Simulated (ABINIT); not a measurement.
# AlSbSe3 (Pm-3m): zone-centre phonons

Which modes does AlSbSe3 (Pm-3m) have at the zone centre?

Main program and level: ABINIT 10.8.3; DFT LDA, scalar-relativistic, plane waves, HGH norm-conserving pseudopotentials.

The structure was built from a prototype and need not be the compound's stable phase.

## (1) Starting point

It takes space group Pm-3m (No. 221, cubic). The conventional cell has a = 4.889 Å, b = 4.889 Å, c = 4.889 Å, α = 90.00°, β = 90.00°, γ = 90.00°. Nearest to Sb lie 12 Se at 3.46 Å. Nearest to Al lie 6 Se at 2.44 Å. Nearest to Se lie 2 Al at 2.44 Å. Farther neighbours and most contacts between anions are not listed.

## (2) A probe with smearing

A first run with smearing and empty bands tells whether the crystal has a gap, which decides between fixed occupations and smearing later on.

probe.abi

```
# ground state
tolvrs 1.0d-08
prtden 1
prtwf 1

# basis, mesh and filling
ecut 20.0
ixc 7
ngkpt 4 4 4
nshiftk 1
shiftk 0.0 0.0 0.0
istwfk *1
occopt 7
tsmear 0.005
nband 20
nstep 100
diemac 9.0
prtebands 0
prtgsr 0

# cell and atoms
acell 3*1.0 Angstrom
rprim 
    4.8888 0.0 0.0
    0.0 4.8888 0.0
    0.0 0.0 4.8888
ntypat 3
znucl 51 13 34
natom 5
typat 1 2 3 3 3
xred 
    0.0 0.0 0.0
    0.5 0.5 0.5
    0.5 0.5 0.0
    0.5 0.0 0.5
    0.0 0.5 0.5
pp_dirpath "./pseudo"
pseudos "Sb.hgh, Al.hgh, Se.hgh"
```

Started as:

```console
$ OMP_NUM_THREADS=1 mpirun -n 4 abinit probe.abi > probe.log
```

Numbers of over 12 decimals in the logs are rounded to 6 here.

probe.abo, the main output file:

```text
[banners, grids, parts of the stress and lines that vanish by symmetry left out]
- input  file    -> probe.abi
- output file    -> probe.abo
- root for input  files -> probei
[...]
Symmetries : space group Pm -3 m (#221); Bravais cP (primitive cubic)
[...]
mpw =        3407          nfft =       64000          nkpt =          10
[...]
== DATASET  1 ==================================================================
[...]
cutoff_energies: {ecut:  20.0, pawecutdg:  -1.0, }
[...]
Exchange-correlation functional for the present dataset will be:
  LDA: Perdew-Wang 92 LSD fit to Ceperley-Alder data - ixc=7
[...]
ETOT  1  -35.992826457160    -3.599E+01 1.667E-02 8.419E+02
 ETOT  2  -36.007365991311    -1.454E-02 2.957E-03 7.521E+02
 ETOT  3  -36.201605540810    -1.942E-01 1.200E-03 2.823E+01
 ETOT  4  -36.207880821514    -6.275E-03 3.327E-04 7.875E-01
 ETOT  5  -36.208075689688    -1.949E-04 2.936E-04 5.884E-03
 ETOT  6  -36.208077181072    -1.491E-06 4.441E-04 1.436E-05
 ETOT  7  -36.208077184139    -3.066E-09 2.163E-04 5.760E-07
 ETOT  8  -36.208077184245    -1.058E-10 1.732E-04 9.916E-08
 ETOT  9  -36.208077184268    -2.329E-11 1.804E-04 6.376E-10
 At SCF step    9       vres2   =  6.38E-10 < tolvrs=  1.00E-08 =>converged.
[...]
sigma(1 1)=  1.76545101E-04  sigma(3 2)=  0.00000000E+00
  sigma(2 2)=  1.76545101E-04  sigma(3 1)=  0.00000000E+00
  sigma(3 3)=  1.76545101E-04  sigma(2 1)=  0.00000000E+00
[...]
convergence: {deltae: -2.329E-11, res2:  6.376E-10, residm:  1.804E-04, diffor: null, }
etotal    :  -3.62080772E+01
[...]
sigma(1 1)=  1.76545101E-04  sigma(3 2)=  0.00000000E+00
  sigma(2 2)=  1.76545101E-04  sigma(3 1)=  0.00000000E+00
  sigma(3 3)=  1.76545101E-04  sigma(2 1)=  0.00000000E+00
[...]
- sigma(1 1)=  5.19413621E+00  sigma(3 2)=  0.00000000E+00
- sigma(2 2)=  5.19413621E+00  sigma(3 1)=  0.00000000E+00
- sigma(3 3)=  5.19413621E+00  sigma(2 1)=  0.00000000E+00
[...]
fcart     -0.0000000000E+00 -0.0000000000E+00 -0.0000000000E+00
           strten      1.7654510145E-04  1.7654510145E-04  1.7654510145E-04
================================================================================

[key lines of the parts left out:]
pressure_GPa:  -5.1941E+00
```

Elapsed: 8 s, on 4 MPI ranks of Arm Neoverse V1, shared host; 32 s of CPU time.

This step gave:

* volume per atom: 23.37 Å³
* pressure: -5.194 GPa
* gap on the k-mesh: 0 eV

No gap opens on this mesh, so smearing is kept; the printed pressure holds the stress of the finite basis too.

## (3) Rough relaxation

The typed start is rough, so a first relaxation with smearing and loose thresholds takes it towards rest cheaply.

prerelax.abi

```
# relaxation
ionmov 2
optcell 2
dilatmx 1.15
chkdilatmx 0
ntime 40
tolmxf 3.0d-04
tolvrs 1.0d-10
prtwf 0
prtden 0
chksymtnons 0

# basis, mesh and filling
ecut 21.0
ecutsm 3.0
ixc 7
ngkpt 4 4 4
nshiftk 1
shiftk 0.0 0.0 0.0
istwfk *1
occopt 7
tsmear 0.005
nband 20
nstep 100
diemac 1000000.0
prtebands 0
prtgsr 0

# cell and atoms
acell 3*1.0 Angstrom
rprim 
    4.8888 0.0 0.0
    0.0 4.8888 0.0
    0.0 0.0 4.8888
ntypat 3
znucl 51 13 34
natom 5
typat 1 2 3 3 3
xred 
    0.0 0.0 0.0
    0.5 0.5 0.5
    0.5 0.5 0.0
    0.5 0.0 0.5
    0.0 0.5 0.5
pp_dirpath "./pseudo"
pseudos "Sb.hgh, Al.hgh, Se.hgh"
```

Started as:

```console
$ OMP_NUM_THREADS=1 mpirun -n 4 abinit prerelax.abi > prerelax.log
```

prerelax.abo, the main output file:

```text
[banners, grids, parts of the stress and lines that vanish by symmetry left out]
- input  file    -> prerelax.abi
- output file    -> prerelax.abo
- root for input  files -> prerelaxi
[...]
Symmetries : space group Pm -3 m (#221); Bravais cP (primitive cubic)
[...]
mpw =        5552          nfft =       91125          nkpt =          10
[...]
== DATASET  1 ==================================================================
[...]
cutoff_energies: {ecut:  21.0, pawecutdg:  -1.0, }
[...]
Exchange-correlation functional for the present dataset will be:
  LDA: Perdew-Wang 92 LSD fit to Ceperley-Alder data - ixc=7
[...]
ETOT  1  -35.996802132320    -3.600E+01 5.016E-02 1.187E+03
 ETOT  2  -36.101815840222    -1.050E-01 1.247E-03 5.086E+02
 ETOT  3  -36.200628535408    -9.881E-02 1.732E-03 4.055E+01
 ETOT  4  -36.206946583573    -6.318E-03 5.544E-04 9.343E-01
[...]
ETOT  7  -36.210620755492    -9.308E-13 4.433E-07 3.913E-11
 At SCF step    7       vres2   =  3.91E-11 < tolvrs=  1.00E-10 =>converged.
[...]
sigma(1 1)=  4.90122111E-07  sigma(3 2)=  0.00000000E+00
  sigma(2 2)=  4.90122111E-07  sigma(3 1)=  0.00000000E+00
  sigma(3 3)=  4.90122111E-07  sigma(2 1)=  0.00000000E+00
[...]
convergence: {deltae: -9.308E-13, res2:  3.913E-11, residm:  4.433E-07, diffor: null, }
etotal    :  -3.62106208E+01
[...]
At Broyd/MD step   4, gradients are converged :
[...]
sigma(1 1)=  4.90122111E-07  sigma(3 2)=  0.00000000E+00
  sigma(2 2)=  4.90122111E-07  sigma(3 1)=  0.00000000E+00
  sigma(3 3)=  4.90122111E-07  sigma(2 1)=  0.00000000E+00
[...]
- sigma(1 1)=  1.44198903E-02  sigma(3 2)=  0.00000000E+00
- sigma(2 2)=  1.44198903E-02  sigma(3 1)=  0.00000000E+00
- sigma(3 3)=  1.44198903E-02  sigma(2 1)=  0.00000000E+00
[...]
fcart     -0.0000000000E+00 -0.0000000000E+00 -0.0000000000E+00
           strten      4.9012211090E-07  4.9012211089E-07  4.9012211089E-07
================================================================================

[key lines of the parts left out:]
pressure_GPa:  -1.4420E-02
Total energy (etotal) [Ha]= -3.62106207554920E+01
```

The job ended after 46 s (4 MPI ranks; 3 min of CPU time).

The steps of the relaxation:

```
step  energy less that of the first step (eV)  largest force (eV/Å)  volume (Å³)
   1                                   0.0000                0.0000       116.84
   2                                  -0.0333                0.0000       115.40
   3                                  -0.0952                0.0000       109.19
   4                                  -0.0957                0.0000       109.69
```

```
conventional cell, symmetrised  before  after  change
                         a (Å)   4.889  4.787  -2.1 %
                         b (Å)   4.889  4.787  -2.1 %
                         c (Å)   4.889  4.787  -2.1 %
              volume (Å³/atom)   23.37  21.94  -6.1 %
```

The relaxed structure:

```xyz
5
Lattice="4.7869 0.0000 0.0000 0.0000 4.7869 0.0000 0.0000 0.0000 4.7869" Properties=species:S:1:pos:R:3 pbc="T T T"
Sb    0.0000    0.0000    0.0000
Al    2.3934    2.3934    2.3934
Se    2.3934    2.3934    0.0000
Se    2.3934    0.0000    2.3934
Se    0.0000    2.3934    2.3934
```

This step gave:

```
volume per atom : 21.94 Å³
pressure        : -0.01442 GPa
```

The volume changes by -6.1 % in this run and stands -6.1 % from the first cell.

## (4) Relaxation

The harmonic expansion needs vanishing forces, and a free crystal bears no stress, so cell and atoms are brought to rest. Stress is more sensitive to the basis than forces are: the last 3 Ha under the cutoff are smoothed with ecutsm, and the cutoff is raised above that of the later runs.

relax.abi

```
# relaxation
ionmov 2
optcell 2
dilatmx 1.08
ntime 40
tolmxf 1.0d-05
tolvrs 1.0d-14
prtwf 0
prtden 0
chksymtnons 0

# basis, mesh and filling
ecut 26.0
ecutsm 3.0
ixc 7
ngkpt 6 6 6
nshiftk 1
shiftk 0.0 0.0 0.0
istwfk *1
occopt 3
tsmear 0.01
nband 20
nstep 100
diemac 1000000.0
prtebands 0
prtgsr 0

# cell and atoms
acell 3*1.0 Angstrom
rprim 
    4.786855765 0.0 0.0
    0.0 4.786855765 0.0
    0.0 0.0 4.786855765
ntypat 3
znucl 51 13 34
natom 5
typat 1 2 3 3 3
xred 
    0.0 0.0 0.0
    0.5 0.5 0.5
    0.5 0.5 0.0
    0.5 0.0 0.5
    0.0 0.5 0.5
pp_dirpath "./pseudo"
pseudos "Sb.hgh, Al.hgh, Se.hgh"
```

Started as:

```console
$ OMP_NUM_THREADS=1 mpirun -n 4 abinit relax.abi > relax.log
```

relax.abo, the main output file:

```text
[banners, grids, parts of the stress and lines that vanish by symmetry left out]
- input  file    -> relax.abi
- output file    -> relax.abo
- root for input  files -> relaxi
[...]
Symmetries : space group Pm -3 m (#221); Bravais cP (primitive cubic)
[...]
mpw =        5932          nfft =      110592          nkpt =          20
[...]
== DATASET  1 ==================================================================
[...]
cutoff_energies: {ecut:  26.0, pawecutdg:  -1.0, }
[...]
Exchange-correlation functional for the present dataset will be:
  LDA: Perdew-Wang 92 LSD fit to Ceperley-Alder data - ixc=7
[...]
ETOT  1  -36.041830843007    -3.604E+01 3.454E-02 1.329E+03
 ETOT  2  -36.165082183206    -1.233E-01 3.768E-03 3.925E+02
 ETOT  3  -36.224601974990    -5.952E-02 2.786E-03 1.743E+01
 ETOT  4  -36.227018100540    -2.416E-03 1.236E-03 1.521E-01
 ETOT  5  -36.227040467427    -2.237E-05 3.364E-04 2.140E-03
[...]
At SCF step   11       vres2   =  1.00E-15 < tolvrs=  1.00E-14 =>converged.
[...]
sigma(1 1)= -1.47434173E-05  sigma(3 2)=  0.00000000E+00
  sigma(2 2)= -1.47434173E-05  sigma(3 1)=  0.00000000E+00
  sigma(3 3)= -1.47434173E-05  sigma(2 1)=  0.00000000E+00
[...]
convergence: {deltae: -2.487E-13, res2:  9.996E-16, residm:  9.363E-05, diffor: null, }
etotal    :  -3.62270407E+01
[...]
ETOT  1  -36.227034222720    -3.623E+01 7.339E-05 1.538E-01
[...]
At SCF step    9       vres2   =  3.87E-16 < tolvrs=  1.00E-14 =>converged.
[...]
sigma(1 1)= -1.15409280E-05  sigma(3 2)=  0.00000000E+00
  sigma(2 2)= -1.15409280E-05  sigma(3 1)=  0.00000000E+00
  sigma(3 3)= -1.15409280E-05  sigma(2 1)=  0.00000000E+00
[...]
convergence: {deltae:  3.126E-13, res2:  3.870E-16, residm:  2.177E-06, diffor: null, }
etotal    :  -3.62270536E+01
[...]
ETOT  1  -36.226814724581    -3.623E+01 1.314E-05 2.048E+00
[...]
ETOT  8  -36.227074331341     1.080E-12 2.939E-05 1.828E-13
 ETOT  9  -36.227074331342    -1.315E-12 1.732E-06 5.238E-15
 At SCF step    9       vres2   =  5.24E-15 < tolvrs=  1.00E-14 =>converged.
[...]
sigma(1 1)= -9.93261952E-08  sigma(3 2)=  0.00000000E+00
  sigma(2 2)= -9.93261952E-08  sigma(3 1)=  0.00000000E+00
  sigma(3 3)= -9.93261952E-08  sigma(2 1)=  0.00000000E+00
[...]
convergence: {deltae: -1.315E-12, res2:  5.238E-15, residm:  1.732E-06, diffor: null, }
etotal    :  -3.62270743E+01
[...]
At Broyd/MD step   3, gradients are converged :
[...]
sigma(1 1)= -9.93261952E-08  sigma(3 2)=  0.00000000E+00
  sigma(2 2)= -9.93261952E-08  sigma(3 1)=  0.00000000E+00
  sigma(3 3)= -9.93261952E-08  sigma(2 1)=  0.00000000E+00
[...]
- sigma(1 1)= -2.92227756E-03  sigma(3 2)=  0.00000000E+00
- sigma(2 2)= -2.92227756E-03  sigma(3 1)=  0.00000000E+00
- sigma(3 3)= -2.92227756E-03  sigma(2 1)=  0.00000000E+00
[...]
fcart     -0.0000000000E+00 -0.0000000000E+00 -0.0000000000E+00
           strten     -9.9326195249E-08 -9.9326195249E-08 -9.9326195250E-08
================================================================================

[key lines of the parts left out:]
pressure_GPa:   2.9223E-03
Total energy (etotal) [Ha]= -3.62270743313423E+01
```

It took 63 s on 4 MPI ranks; 4.2 min of CPU time.

The steps of the relaxation:

```
step  energy less that of the first step (eV)  largest force (eV/Å)  volume (Å³)
   1                                   0.0000                0.0000       109.69
   2                                  -0.0004                0.0000       109.83
   3                                  -0.0009                0.0000       110.36
```

```
conventional cell, symmetrised  before  after  change
                         a (Å)   4.787  4.797  +0.2 %
                         b (Å)   4.787  4.797  +0.2 %
                         c (Å)   4.787  4.797  +0.2 %
              volume (Å³/atom)   21.94  22.07  +0.6 %
```

The relaxed structure:

```xyz
5
Lattice="4.7966 0.0000 0.0000 0.0000 4.7966 0.0000 0.0000 0.0000 4.7966" Properties=species:S:1:pos:R:3 pbc="T T T"
Sb    0.0000    0.0000    0.0000
Al    2.3983    2.3983    2.3983
Se    2.3983    2.3983    0.0000
Se    2.3983    0.0000    2.3983
Se    0.0000    2.3983    2.3983
```

Numbers from this step:

```
volume per atom : 22.07 Å³
pressure        : 0.002922 GPa
```

The volume changes by +0.6 % in this run and stands -5.5 % from the first cell.

## (5) Ground state

The response is built on these wavefunctions, so the potential is converged far more tightly than an energy would need. Smearing stays on, as the first look found no gap above 0.3 eV.

gs.abi

```
# ground state
tolvrs 1.0d-16
prtden 1
prtwf 1

# basis, mesh and filling
ecut 20.0
ixc 7
ngkpt 6 6 6
nshiftk 1
shiftk 0.0 0.0 0.0
istwfk *1
occopt 3
tsmear 0.01
nband 20
nstep 100
diemac 1000000.0
prtebands 0
prtgsr 0

# cell and atoms
acell 3*1.0 Angstrom
rprim 
    4.79664983 0.0 0.0
    0.0 4.79664983 0.0
    0.0 0.0 4.79664983
ntypat 3
znucl 51 13 34
natom 5
typat 1 2 3 3 3
xred 
    0.0 0.0 0.0
    0.5 0.5 0.5
    0.5 0.5 0.0
    0.5 0.0 0.5
    0.0 0.5 0.5
pp_dirpath "./pseudo"
pseudos "Sb.hgh, Al.hgh, Se.hgh"
```

Started as:

```console
$ OMP_NUM_THREADS=1 mpirun -n 4 abinit gs.abi > gs.log
```

gs.abo, the main output file:

```text
[banners, grids, parts of the stress and lines that vanish by symmetry left out]
- input  file    -> gs.abi
- output file    -> gs.abo
- root for input  files -> gsi
[...]
Symmetries : space group Pm -3 m (#221); Bravais cP (primitive cubic)
[...]
mpw =        3203          nfft =       64000          nkpt =          20
[...]
== DATASET  1 ==================================================================
[...]
cutoff_energies: {ecut:  20.0, pawecutdg:  -1.0, }
[...]
Exchange-correlation functional for the present dataset will be:
  LDA: Perdew-Wang 92 LSD fit to Ceperley-Alder data - ixc=7
[...]
ETOT  1  -36.037041563049    -3.604E+01 2.412E-02 7.656E+02
 ETOT  2  -36.156652244886    -1.196E-01 1.071E-02 2.342E+02
 ETOT  3  -36.218270514895    -6.162E-02 1.286E-03 1.018E+01
 ETOT  4  -36.220714394254    -2.444E-03 7.247E-04 7.954E-02
 ETOT  5  -36.220734623484    -2.023E-05 4.487E-04 1.513E-03
[...]
ETOT 11  -36.220734955658    -1.208E-13 3.794E-05 8.297E-16
 ETOT 12  -36.220734955658     4.690E-13 1.376E-05 6.978E-18
 At SCF step   12       vres2   =  6.98E-18 < tolvrs=  1.00E-16 =>converged.
[...]
sigma(1 1)=  3.85279333E-05  sigma(3 2)=  0.00000000E+00
  sigma(2 2)=  3.85279333E-05  sigma(3 1)=  0.00000000E+00
  sigma(3 3)=  3.85279333E-05  sigma(2 1)=  0.00000000E+00
[...]
convergence: {deltae:  4.690E-13, res2:  6.978E-18, residm:  1.376E-05, diffor: null, }
etotal    :  -3.62207350E+01
[...]
sigma(1 1)=  3.85279333E-05  sigma(3 2)=  0.00000000E+00
  sigma(2 2)=  3.85279333E-05  sigma(3 1)=  0.00000000E+00
  sigma(3 3)=  3.85279333E-05  sigma(2 1)=  0.00000000E+00
[...]
- sigma(1 1)=  1.13353093E+00  sigma(3 2)=  0.00000000E+00
- sigma(2 2)=  1.13353093E+00  sigma(3 1)=  0.00000000E+00
- sigma(3 3)=  1.13353093E+00  sigma(2 1)=  0.00000000E+00
[...]
fcart     -0.0000000000E+00 -0.0000000000E+00 -0.0000000000E+00
           strten      3.8527933259E-05  3.8527933259E-05  3.8527933259E-05
================================================================================

[key lines of the parts left out:]
pressure_GPa:  -1.1335E+00
```

Elapsed: 15 s, on 4 MPI ranks.

Read from the output:

```yaml
pressure: -1.134 GPa
```

The cell stands at -1.1 GPa: the relaxation ran with a smoothed and higher cutoff, and the difference is a stress of the finite basis.

[end of part 1 of 3]

[Host names and launcher messages were left out of these logs when they were recorded.]

[Logs are printed without paths, hosts, clocks, repeated set-up lines and the standing remarks that a program may print on its own settings, such as how far it seeks lower states.]

[Hosts, paths, dates, database ids (printed as entryN), source tags and the programs' standing remarks are cut or masked in the printed files.]
